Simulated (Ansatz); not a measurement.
**5-layer 1T-PtSe2 (AA) in a perpendicular field**

Aim: how the 5-layer 1T-PtSe2 (AA) screens a field along its normal, and what the field does to its bands. A positive field points along +c.

Main program and level: Ansatz 0.2.0; plane-wave DFT, PBE-D3(BJ), Ansatz PAW.

This is a report of a sequence of runs, with the program logs left out and the cost of each run kept.

**1. The structure**

The cell holds 15 atoms: 10 Se and 5 Pt. Cell: a = 3.750 Å, b = 3.750 Å, c = 78.439 Å, α = 90.0°, β = 90.0°, γ = 120.0°. Regions: layer 1: 1T-PtSe2, 3 atoms (2 Se and 1 Pt); layer 2: 1T-PtSe2, 3 atoms (2 Se and 1 Pt); layer 3: 1T-PtSe2, 3 atoms (2 Se and 1 Pt); layer 4: 1T-PtSe2, 3 atoms (2 Se and 1 Pt); layer 5: 1T-PtSe2, 3 atoms (2 Se and 1 Pt). Vacuum lies along c.

**2. Relaxing the slab**

The starting cell is a guess, so the in-plane lattice and the atoms are relaxed first, with the slab cut off from its images along the normal.

input.yaml reads:

```yaml
crystal:
  lattice:
    - [3.75, 0.0, 0.0]
    - [-1.875, 3.2475952642, 0.0]
    - [0.0, 0.0, 78.4385889786]
  atoms:
    - { symbol: Se, position: [0.6666666667, 0.3333333333, 0.3486804181] }
    - { symbol: Pt, position: [0.0, 0.0, 0.363135789] }
    - { symbol: Se, position: [0.3333333333, 0.6666666667, 0.3775911599] }
    - { symbol: Se, position: [0.6666666667, 0.3333333333, 0.4171125236] }
    - { symbol: Pt, position: [0.0, 0.0, 0.4315678945] }
    - { symbol: Se, position: [0.3333333333, 0.6666666667, 0.4460232655] }
    - { symbol: Se, position: [0.6666666667, 0.3333333333, 0.4855446291] }
    - { symbol: Pt, position: [0.0, 0.0, 0.5] }
    - { symbol: Se, position: [0.3333333333, 0.6666666667, 0.5144553709] }
    - { symbol: Se, position: [0.6666666667, 0.3333333333, 0.5539767345] }
    - { symbol: Pt, position: [0.0, 0.0, 0.5684321055] }
    - { symbol: Se, position: [0.3333333333, 0.6666666667, 0.5828874764] }
    - { symbol: Se, position: [0.6666666667, 0.3333333333, 0.6224088401] }
    - { symbol: Pt, position: [0.0, 0.0, 0.636864211] }
    - { symbol: Se, position: [0.3333333333, 0.6666666667, 0.6513195819] }
  periodic: [true, true, false]
kpoints:
  mp_grid: { grid: [12, 12, 1] }
hamiltonian:
  xc: pbe
  dispersion: d3bj
scf:
  occupations: { method: fermi_dirac, width: 0.05 }
  convergence: { dr2_threshold: 1.0e-09 }
relax:
  f_tol: 0.004
  max_steps: 90
  cell: {}
output:
  write_potential: true
  write_density: true
  volumetric_format: npy
```

Command:

```bash
> ansatz run input.yaml --threads 4 --pin off --max-ram 16384MiB --backend cpu --events-out ev --progress --plain --runs-dir out
```

Run time: 24 min. Hardware: 4 threads of Arm Neoverse N1, shared host; peak memory 4.1 GiB; 1.6 h of CPU time.

The steps of the relaxation:

| step | energy less that of the first step (eV) | largest force component (eV/Å) | volume (Å³) |
| --- | --- | --- | --- |
| 1 | 0.0000 | 2.1685 | 955.26 |
| 2 | -1.7435 | 0.2433 | 962.41 |
| 3 | -1.8671 | 0.1274 | 941.11 |
| 4 | -1.9216 | 0.0661 | 941.98 |
| 5 | -1.9741 | 0.0477 | 947.71 |
| 6 | -2.0104 | 0.0354 | 952.39 |
| 7 | -2.0279 | 0.0359 | 957.10 |
| 8 | -2.0199 | 0.0893 | 961.34 |
| 9 | -2.0293 | 0.0090 | 958.46 |
| 10 | -2.0295 | 0.0021 | 959.10 |
| 11 | -2.0295 | 0.0003 | 959.06 |
| 12* | -2.0298 | 0.0003 | 959.06 |

Relaxation steps marked * repeat the geometry before them on a plane-wave basis chosen anew for their cell, so energy and pressure can jump there. Relaxation step 8 was tried and not accepted.

Forces are held to the 12 operations that the program found; a distortion that breaks them can't arise in this run.

| cell as run | before | after | change |
| --- | --- | --- | --- |
| a (Å) | 3.750 | 3.757 | +0.2 % |
| b (Å) | 3.750 | 3.757 | +0.2 % |

The atoms that moved most (Å, along periodic axes as changes of fractional coordinates times the final cell, across vacuum about the mean position):

| atom | dx | dy | dz | length |
| --- | --- | --- | --- | --- |
| Se13 | 0.000 | 0.000 | -1.161 | 1.161 |
| Se3 | 0.000 | 0.000 | 1.161 | 1.161 |
| Pt14 | 0.000 | 0.000 | -1.018 | 1.018 |
| Pt2 | 0.000 | 0.000 | 1.018 | 1.018 |
| Se1 | 0.000 | 0.000 | 0.843 | 0.843 |
| Se15 | 0.000 | 0.000 | -0.843 | 0.843 |
| Se10 | 0.000 | 0.000 | -0.674 | 0.674 |
| Se6 | 0.000 | 0.000 | 0.674 | 0.674 |

The relaxed structure:

```cif
data_structure
_symmetry_space_group_name_H-M 'P 1'
_symmetry_Int_Tables_number 1
_cell_length_a 3.7574
_cell_length_b 3.7574
_cell_length_c 78.4386
_cell_angle_alpha 90.000
_cell_angle_beta 90.000
_cell_angle_gamma 120.000
_cell_volume 959.06
loop_
_atom_site_label
_atom_site_type_symbol
_atom_site_fract_x
_atom_site_fract_y
_atom_site_fract_z
_atom_site_occupancy
Se1 Se 0.66667 0.33333 0.35943 1
Pt2 Pt 0.00000 0.00000 0.37612 1
Se3 Se 0.33333 0.66667 0.39239 1
Se4 Se 0.66667 0.33333 0.42178 1
Pt5 Pt 0.00000 0.00000 0.43819 1
Se6 Se 0.33333 0.66667 0.45461 1
Se7 Se 0.66667 0.33333 0.48357 1
Pt8 Pt 0.00000 0.00000 0.50000 1
Se9 Se 0.33333 0.66667 0.51643 1
Se10 Se 0.66667 0.33333 0.54539 1
Pt11 Pt 0.00000 0.00000 0.56181 1
Se12 Se 0.33333 0.66667 0.57822 1
Se13 Se 0.66667 0.33333 0.60761 1
Pt14 Pt 0.00000 0.00000 0.62388 1
Se15 Se 0.33333 0.66667 0.64057 1
```

Read from the output:

* energy at zero smearing: -117318.0972 eV

The lattice constant a goes from 3.750 to 3.757 Å.

**3. Atoms held, field 0, start network**

A sawtooth potential applies the field, turning back in the middle of the vacuum. With the dipole correction the typed value is the field outside the slab. The induced dipole is small, so the SCF threshold is tight.

The cell differs from the one that the last finished run ended in (c 78.439 → 40.052 Å).

input.yaml reads:

```yaml
crystal:
  lattice:
    - [3.7574494812, 0.0, 0.0]
    - [-1.8787247406, 3.2540467042, 0.0]
    - [0.0, 0.0, 40.0520127892]
  atoms:
    - { symbol: Se, position: [0.6666666667, 0.3333333333, 0.224707808] }
    - { symbol: Pt, position: [0.0, 0.0, 0.2573881513] }
    - { symbol: Se, position: [0.3333333333, 0.6666666667, 0.2892555628] }
    - { symbol: Se, position: [0.6666666667, 0.3333333333, 0.3468064283] }
    - { symbol: Pt, position: [0.0, 0.0, 0.3789478336] }
    - { symbol: Se, position: [0.3333333333, 0.6666666667, 0.4111129073] }
    - { symbol: Se, position: [0.6666666667, 0.3333333333, 0.4678263358] }
    - { symbol: Pt, position: [0.0, 0.0, 0.5] }
    - { symbol: Se, position: [0.3333333333, 0.6666666667, 0.5321736642] }
    - { symbol: Se, position: [0.6666666667, 0.3333333333, 0.5888870927] }
    - { symbol: Pt, position: [0.0, 0.0, 0.6210521664] }
    - { symbol: Se, position: [0.3333333333, 0.6666666667, 0.6531935717] }
    - { symbol: Se, position: [0.6666666667, 0.3333333333, 0.7107444372] }
    - { symbol: Pt, position: [0.0, 0.0, 0.7426118487] }
    - { symbol: Se, position: [0.3333333333, 0.6666666667, 0.775292192] }
kpoints:
  mp_grid: { grid: [12, 12, 1] }
  band_path:
    path: [[0, 0, 0], [0.5, 0, 0], [0.33333333, 0.33333333, 0], [0, 0, 0]]
    npoints: 16
hamiltonian:
  xc: pbe
  dispersion: d3bj
scf:
  occupations: { method: fermi_dirac, width: 0.02585 }
  convergence: { dr2_threshold: 1.0e-10 }
efield:
  axis: 3
  dipole_correction: true
  ramp_position: 0.97
  ramp_width: 0.06
  amplitude: 0
output:
  dos: { projected: true, e_range: [-6, 5] }
  write_potential: true
  write_density: true
  volumetric_format: npy
  elf: true
```

Wall time 4.6 min (4 threads); peak memory 3.4 GiB.

This step gave:

```yaml
energy_at_zero_smearing: -117318.0989 eV
work_function_upper_face: 4.716 eV
dipole_along_the_normal: 2.94e-6 e·Å
```

Running mean over a fixed 2.5 Å (it still follows the layers) of the planar mean; the ramp of the sawtooth is left out. Table of electron's electrostatic potential energy less the Fermi level by z:

z (Å), electron's electrostatic potential energy less the Fermi level (eV) and a bar from the least value:
```
        4       4.72 ##############################
        5       4.71 ##############################
        6       4.68 ##############################
        7       4.04 ############################
        8       1.02 ######################
        9      -4.41 ##########
       10      -8.58 #
       11      -7.88 ##
       12      -2.89 #############
       13      -1.80 ################
       14      -5.57 #######
       15      -8.82 
       16      -7.47 ###
       17      -2.57 ##############
       18      -2.11 ###############
       19      -6.47 #####
       20      -8.86 
       21      -6.74 #####
       22      -2.20 ###############
       23      -2.42 ##############
       24      -7.24 ####
       25      -8.84 
       26      -5.88 #######
       27      -1.84 ################
       28      -2.71 ##############
       29      -7.69 ###
       30      -8.62 #
       31      -4.76 #########
       32       0.82 #####################
       33       3.92 ############################
       34       4.67 ##############################
       35       4.71 ##############################
       36       4.72 ##############################
```

The density of states has structure finer than the step of the table below, so its rows give means over 0.2 eV. Peaks (eV: height): -5.78: 26.7, -5.67: 21.5, -5.39: 22.7, -4.51: 27.7, -4.37: 29.3, -3.38: 33.5, -3.27: 47.1.

Table of density of states by energy, zero at the Fermi level; means over each step:

| energy (eV) | density of states (states/eV a cell) |
| --- | --- |
| -5.8 | 20.5 |
| -5.6 | 18.0 |
| -5.4 | 13.5 |
| -5.2 | 7.23 |
| -5.0 | 8.63 |
| -4.8 | 12.6 |
| -4.6 | 17.5 |
| -4.4 | 24.4 |
| -4.2 | 19.2 |
| -4.0 | 12.4 |
| -3.8 | 3.90 |
| -3.6 | 8.70 |
| -3.4 | 27.3 |
| -3.2 | 23.5 |
| -3.0 | 12.3 |
| -2.8 | 11.1 |
| -2.6 | 12.3 |
| -2.4 | 14.1 |
| -2.2 | 14.1 |
| -2.0 | 14.1 |
| -1.8 | 12.6 |
| -1.6 | 11.9 |
| -1.4 | 11.0 |
| -1.2 | 9.34 |
| -1.0 | 4.61 |
| -0.8 | 3.21 |
| -0.6 | 3.09 |
| -0.4 | 2.19 |
| -0.2 | 1.27 |
| 0.0 | 3.59 |
| 0.2 | 5.27 |
| 0.4 | 8.47 |
| 0.6 | 8.74 |
| 0.8 | 10.3 |
| 1.0 | 12.1 |
| 1.2 | 8.79 |
| 1.4 | 11.2 |
| 1.6 | 13.0 |
| 1.8 | 10.5 |

Projected DOS per atom over height of the atomic layer and energy from the Fermi level. Layers: Se Pt Se Se Pt Se Se Pt Se Se Pt Se Se Pt Se from below.

Ten even steps from '0' (0.05 states/eV) to '9' (4.36 states/eV), each cell a mean:
```
001111111111100
112111101111211
212001111100212
111111111111111
100011000110001
000000000000000
000000000000000
000000000000000
101001000100101
212101101101212
211111111111112
221121121121122
121121121121121
121121121121121
191191191191191
010030030030010
040030030030040
161161161161161
130131131131031
110010010010011
131131131131131
262141141141262
```
Columns: height of the atomic layer (Å) from 9 to 31.1 (not evenly spaced); rows upwards: energy from the Fermi level (eV) from -5.96 to 1.96.

The electronic bands at the labelled points (eV, zero at the Fermi level):

| point | band 122 | band 123 | band 124 | band 125 | band 126 | band 127 | band 128 | band 129 |
| --- | --- | --- | --- | --- | --- | --- | --- | --- |
| Γ | -1.06 | -0.88 | -0.19 | 0.42 | 1.14 | 1.14 | 1.43 | 1.43 |
| halfway | -1.30 | -1.26 | -0.89 | -0.45 | 0.06 | 0.41 | 0.63 | 0.88 |
| M | -2.69 | -2.23 | -1.73 | -1.35 | 0.58 | 0.71 | 0.95 | 1.09 |
| halfway | -1.93 | -1.69 | -1.62 | -1.56 | 0.24 | 0.42 | 0.66 | 0.87 |
| K | -1.96 | -1.96 | -1.78 | -1.78 | 0.02 | 0.02 | 0.43 | 0.43 |
| halfway | -1.37 | -1.18 | -0.88 | -0.57 | 0.12 | 0.34 | 0.63 | 0.66 |
| Γ | -1.06 | -0.88 | -0.19 | 0.42 | 1.14 | 1.14 | 1.43 | 1.43 |

ELF in the ca plane at fractional y = 0.000, with atoms of Pt within 0.2 Å of it. It is the smooth field of the valence electrons, not physical close to the nuclei.

Ten even steps from '0' (0.00) to '9' (0.68), each cell a mean:
```
00000000000000000001358999742100024699985310
00000000000000000012345786443100134468754320
00000000000000001345654444565311356544445542
00000000000000024688885334688522588643357874
00000000000000135899986324788733688742358885
00000000000000125799986324788633688742358874
00000000000000012467775334576421467643356763
00000000000000000123444565444200244456544431
00000000000000000001346898542100124589964310
00000000000000000001359999853100024799996310
```
Columns run along c (16.0 Å, from fractional 0.04 to 0.44 of the cell), rows up along a (3.8 Å). Atoms in or near the plane, at fractional coordinates: Pt at (0.26, 0.00), Pt at (0.38, 0.00).

Electrostatic potential energy in the ca plane at fractional y = 0.000, with atoms of Pt within 0.2 Å of it. With pseudopotentials it is smooth inside the atoms' cores, unlike the true potential.

Ten even steps from '0' (-60 eV) to '9' (11 eV), each cell a mean:
```
99999999999999999999982000489999998500027999
99999999999999999999986324799999999742268999
99999999999999999999998878899999999987789999
99999999999999999999999999999999999999999999
99999999999999999999889999988999988999998889
99999999999999999999889999988999988999998899
99999999999999999999999888999999999988899999
99999999999999999999997556899999999865579999
99999999999999999999984001699999999620048999
99999999999999999999972000489999998400017999
```
Columns run along c (16.0 Å, from fractional 0.04 to 0.44 of the cell; values clipped at the 3rd and 97th percentile), rows up along a (3.8 Å). Atoms in or near the plane, at fractional coordinates: Pt at (0.26, 0.00), Pt at (0.38, 0.00).

Valence density in the ca plane at fractional y = 0.000, with atoms of Pt within 0.2 Å of it. It is the smooth field of the valence electrons, not physical close to the nuclei.

Ten steps, logarithmic in the rise over the least value, from '0' (0 e/Å³) to '9' (11 e/Å³), each cell a mean:
```
00000000000000000001247998631000013689974210
00000000000000000001235776421100112467753210
00000000000000000011223444322111122334432211
00000000000000000012222222222211222222222221
00000000000000000112332222232211223222222322
00000000000000000012222222222211222222222222
00000000000000000011223333222111122233332221
00000000000000000001224565321100112356543211
00000000000000000001236898531000012579864210
00000000000000000001247999631000013699985210
```
Columns run along c (16.0 Å, from fractional 0.04 to 0.44 of the cell), rows up along a (3.8 Å). Atoms in or near the plane, at fractional coordinates: Pt at (0.26, 0.00), Pt at (0.38, 0.00).

The work function of the upper face is 4.72 eV.

**4. Single point, field 0.1 V/Å**

Changes to input.yaml since step 3:

```diff
@@ -37,5 +37,4 @@
   ramp_width: 0.06
-  amplitude: 0
+  amplitude: 0.1
 output:
-  dos: { projected: true, e_range: [-6, 5] }
   write_potential: true
@@ -43,2 +42 @@
   volumetric_format: npy
-  elf: true
```

Wall time 4.8 min (4 threads); peak memory 3 GiB.

The dipole is 0.163 e·Å.

**5. Single point, field -0.1 V/Å**

Changes to input.yaml since step 4:

```diff
@@ -37,3 +37,3 @@
   ramp_width: 0.06
-  amplitude: 0.1
+  amplitude: -0.1
 output:
```

The job ended after 4.8 min (4 threads; peak memory 3 GiB; 19 min of CPU time).

The dipole is -0.163 e·Å.

**6. Atoms held, field 0.2 V/Å**

Changes to input.yaml since step 5:

```diff
@@ -37,3 +37,3 @@
   ramp_width: 0.06
-  amplitude: -0.1
+  amplitude: 0.2
 output:
```

Wall time 4.8 min (4 threads); peak memory 3 GiB.

The dipole is 0.325 e·Å.

**7. Single point, field 0.3 V/Å**

Changes to input.yaml since step 6:

```diff
@@ -37,3 +37,3 @@
   ramp_width: 0.06
-  amplitude: 0.2
+  amplitude: 0.3
 output:
```

Elapsed: 4.8 min, on 4 threads; peak memory 3 GiB.

The dipole is 0.488 e·Å.

**8. Response, atoms held**

This step: plane-wave DFT, PBE-D3(BJ), Ansatz PAW; response to a field along the normal, atoms held (Ansatz 0.2.0).

The dipoles give the slope, and the difference of two potentials shows where the field is screened.

This step gave:

```
equivalent conductor thickness p/(ε₀AE) : 24.06 Å
distance between the outer atoms        : 22.05 Å
```

The dipole of the cell by applied field:

| applied field (V/Å) | dipole of the cell (e·Å) |
| --- | --- |
| -0.100 | -0.163 |
| 0.000 | 2.9e-6 |
| 0.100 | 0.163 |
| 0.200 | 0.325 |
| 0.300 | 0.488 |

Local field over the applied field, running mean. From the potentials at -0.1 and 0.1 V/Å; running mean over 2.8 Å. Table of local field over applied field by z:

| z (Å) | local field over applied field |
| --- | --- |
| 5 | 0.993 |
| 6 | 0.950 |
| 7 | 0.770 |
| 8 | 0.458 |
| 9 | 0.161 |
| 10 | 0.0235 |
| 11 | 0.0160 |
| 12 | 0.0335 |
| 13 | 0.0373 |
| 14 | 0.0201 |
| 15 | 0.00309 |
| 16 | 0.00494 |
| 17 | 0.00995 |
| 18 | 0.0112 |
| 19 | 0.00467 |
| 20 | 5.4e-4 |
| 21 | 0.00434 |
| 22 | 0.0110 |
| 23 | 0.0101 |
| 24 | 0.00528 |
| 25 | 0.00273 |
| 26 | 0.0190 |
| 27 | 0.0369 |
| 28 | 0.0340 |
| 29 | 0.0171 |
| 30 | 0.0208 |
| 31 | 0.149 |
| 32 | 0.441 |
| 33 | 0.756 |
| 34 | 0.946 |
| 35 | 0.992 |

The induced electron density oscillates, so the rows of the table below give means over 2 Å (shorter at the two ends). Its distinct maxima (Å: e/Å³ per V/Å): 8.0: 0.00333, 28.5: 4.4e-4. Distinct minima: 11.7: -4.4e-4, 32.0: -0.00333.

Electrons, planar mean, per unit field. Induced electron density against z; means over each step:

| z (Å) | induced electron density (e/Å³ per V/Å) |
| --- | --- |
| 6 | 3.4e-4 |
| 8 | 0.00222 |
| 10 | 2.0e-4 |
| 12 | -1.4e-4 |
| 14 | 1.4e-4 |
| 16 | -5.6e-5 |
| 18 | 5.8e-5 |
| 20 | 6.6e-7 |
| 22 | -6.0e-5 |
| 24 | 5.8e-5 |
| 26 | -1.3e-4 |
| 28 | 1.3e-4 |
| 30 | -1.7e-4 |
| 32 | -0.00222 |
| 34 | -3.7e-4 |

By hand: between -0.1 and 0.1 V/Å the dipole changes by 0.3251 e·Å, a slope of 1.626 e·Å²/V. A perfect conductor of thickness t has p = ε₀AEt, so t = 180.95 × 1.626 / 12.227 = 24.06 Å (e/ε₀ = 180.95 V·Å, A in Å²).

The induced dipole is that of a conductor 24.06 Å thick.

**9. Results**

```json
{"gap without field": "none", "work function, upper face": "4.72 eV", "equivalent conductor thickness, atoms held": "24.1 Å"}
```

The induced dipole equals that of a perfect conductor 24.06 Å thick, while the outer atoms lie 22.05 Å apart. There is no gap over 0.03 eV, with or without the field. The main runs have no spin polarisation; a magnetic state could lie lower and would change these results. Spin-orbit coupling is left out, which matters for the bands of elements this heavy.

[Long decimals in the printed logs are rounded to 6 places.]

[Logs are printed without paths, hosts, clocks, repeated set-up lines and the standing remarks that a program may print on its own settings, such as how far it seeks lower states.]

[Hosts, paths, dates, database ids (printed as entryN), source tags and the programs' standing remarks are cut or masked in the printed files.]

[Maps of the electrostatic potential energy from Ansatz leave out the sawtooth potential of an applied field or a dipole correction, so their vacuum need not be flat; planar profiles and work functions include it.]

[The density of states shown here was stored with 400 of the rows of the run's finer table, so its peaks can read low, often by over a quarter, or be missed, and its means over a window can be off by a tenth or more.]
